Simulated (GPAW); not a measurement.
How the form of the self-energy moves the gap of LiCNO (R3m). The structure is trigonal, space group R3m (No. 160). Conventional cell: a = 3.288 Å, b = 3.288 Å, c = 14.286 Å, α = 90.00°, β = 90.00°, γ = 120.00°. Li has 3 N at 2.18 Å and 3 O at 2.28 Å nearest. Nearest to C lie 1 N at 1.19 Å and 1 O at 1.23 Å. Nearest to N lie 1 C at 1.19 Å and 3 Li at 2.18 Å. Nearest to O lie 1 C at 1.23 Å and 3 Li at 2.28 Å. Farther neighbours and most contacts between anions are not listed. The calculation used DFT, LDA, plane waves, PAW (and 3 further levels or steps) in GPAW 26.7.0, with cutoff 600 eV, GPAW PAW setups 1.2.1 data release, 4×4×4 k-mesh, nbands 214 in one of its runs. The G0W0, Godby-Needs plasmon pole is 7.404 eV, the one-shot HSE06 is 6.237 eV and the G0W0, extrapolated in the cutoff is 7.765 eV. The one-shot PBE0 is 7.029 eV. The G0W0, full frequency, Hilbert transform is 7.444 eV and the known limits are not at the basis limit. It took 6 runs, 6.5 min in all on 4 MPI ranks of Arm Neoverse V1, shared host (the runs of this entry). One-shot HSE06: −1.167 eV against G0W0, Godby-Needs plasmon pole. G0W0, extrapolated in the cutoff: +0.361 eV against G0W0, Godby-Needs plasmon pole, at other bands or cutoff, so not like for like. The cell and positions are those that the Materials Project relaxed with its own functionals (PBE, PBE+U or r2SCAN), kept fixed. Bands and cutoff are finite, so the gap is not at the basis limit. The miss can reach some tenths of an eV and take either sign; the mesh is an error of its own. The program warns of a poor linear fit in the extrapolation of some level, so the extrapolated values are rough.

```xyz
4
Lattice="1.6440 0.9492 4.7621 -1.6440 0.9492 4.7621 0.0000 -1.8983 4.7621" Properties=species:S:1:pos:R:3 pbc="T T T"
Li    0.0000    0.0000    0.0751
C     0.0000    0.0000    7.1068
N     0.0000    0.0000    5.9139
O     0.0000    0.0000    8.3336
```

[Paths, hosts, dates, memory and timing lines, banners, echoed tables and standing remarks are left out of the program output.]

[Logs are printed without paths, hosts, clocks, repeated set-up lines and the standing remarks that a program may print on its own settings, such as how far it seeks lower states.]

[Runs of the session that timed out or met a known fault of the program may be left out.]

[Hosts, paths, dates, database ids (printed as entryN), source tags and the programs' standing remarks are cut or masked in the printed files.]
